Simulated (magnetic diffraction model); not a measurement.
# Solving a magnetic structure from powder neutron data: TiCo₂Te₄

Space group I-42m (no. 121), a = 5.4990 Å, c = 10.3430 Å.

| site | atom | x | y | z |
| --- | --- | --- | --- | --- |
| 8i | Te | 0.7623 | 0.7623 | 0.1237 |
| 4d | Co | 0 | 1/2 | 1/4 |
| 2b | Ti | 1/2 | 1/2 | 0 |

The compound is invented for this exercise: a known structure type with other elements, its cell scaled to their sizes and not relaxed.

Only Co is taken to order (form factors of Co2+); orders and moment sizes are assumed, and not adapted to the symmetry. Radiation: neutrons of λ = 1.594 Å, 8° to 50°; isotropic B of 0.69 Å² (Te), 0.63 Å² (Co) and 0.78 Å² (Ti). Simulated constant-wavelength pattern: nuclear and magnetic terms add, the magnetic one as |2.695 fm × Σ f S⊥ exp(2πi Q·r) exp(−B s²)|², summed over all Q at one angle with the factor 1/(sin²θ cos θ). For collinear order S is the moment m, which repeats by lattice and centring translations R with the sign exp(−2πi k·R). Free-ion form factors, Sears's scattering lengths of 1992, no absorption; a label names one of the reflections at its angle. The strongest nuclear line in the range is 100, and lines under 0.2 are left out.

Above the ordering temperature:

```tsv
2θ (°)	index	I
17.73	(0 0 2)	8.4
18.89	(1 0 1)	10.2
23.66	(1 1 0)	10.1
29.72	(1 1 2)	100.0
31.67	(1 0 3)	0.8
33.70	(2 0 0)	33.4
35.91	(0 0 4)	15.2
38.33	(2 0 2)	8.8
38.92	(2 1 1)	2.4
43.45	(1 1 4)	6.6
46.92	(2 1 3)	4.4
48.40	(2 2 0)	21.6
48.62	(1 0 5)	0.3
```

Below it (cell unchanged):

| 2θ (°) | I |
| --- | --- |
| 17.73 | 8.4 |
| 18.89 | 44.1 |
| 23.66 | 10.1 |
| 29.72 | 100.0 |
| 31.67 | 13.4 |
| 33.70 | 33.4 |
| 35.91 | 15.2 |
| 38.33 | 8.8 |
| 38.92 | 10.7 |
| 43.45 | 6.6 |
| 46.92 | 9.9 |
| 48.40 | 21.6 |
| 48.62 | 3.7 |

**Question.** Find the propagation vector, then choose among these models:
A. collinear moments along [100], 2.25 μB on Co; signs + at (0, 1/2, 1/4), − at (1/2, 0, 1/4)
B. collinear moments along [101], 2.25 μB on Co; signs + at (0, 1/2, 1/4), − at (1/2, 0, 1/4)
C. collinear moments along [101], 2.25 μB on Co; signs + at (0, 1/2, 1/4), + at (1/2, 0, 1/4)
D. collinear moments along [100], 2.25 μB on Co; signs + at (0, 1/2, 1/4), + at (1/2, 0, 1/4)

No line moves, and magnetic intensity falls on nuclear lines such as the one at 18.89°, so the magnetic cell equals the chemical primitive cell: k = 0.

Magnetic intensity, observed (below minus above) and for each model:

| 2θ (°) | index | observed | A | B | C | D |
| --- | --- | --- | --- | --- | --- | --- |
| 17.73 | (0 0 2) | <0.2 | <0.2 | <0.2 | 3.6 | 16.1 |
| 18.89 | (1 0 1) | 34.0 | 34.0 | 41.4 | <0.2 | <0.2 |
| 23.66 | (1 1 0) | <0.2 | <0.2 | <0.2 | 14.3 | 8.1 |
| 29.72 | (1 1 2) | <0.2 | <0.2 | <0.2 | 11.4 | 12.0 |
| 31.67 | (1 0 3) | 12.6 | 12.6 | 6.0 | <0.2 | <0.2 |
| 38.33 | (2 0 2) | <0.2 | <0.2 | <0.2 | 6.1 | 5.0 |
| 38.92 | (2 1 1) | 8.2 | 8.2 | 13.3 | <0.2 | <0.2 |
| 46.92 | (2 1 3) | 5.5 | 5.5 | 5.5 | <0.2 | <0.2 |

Model A matches.

The absence at (0 0 2) is telling: the sublattices cancel there.

The structure used: k = (0 0 0), collinear moments along [100], 2.25 μB on Co; signs + at (0, 1/2, 1/4), − at (1/2, 0, 1/4).

[Logs are printed without paths, hosts, clocks, repeated set-up lines and the standing remarks that a program may print on its own settings, such as how far it seeks lower states.]
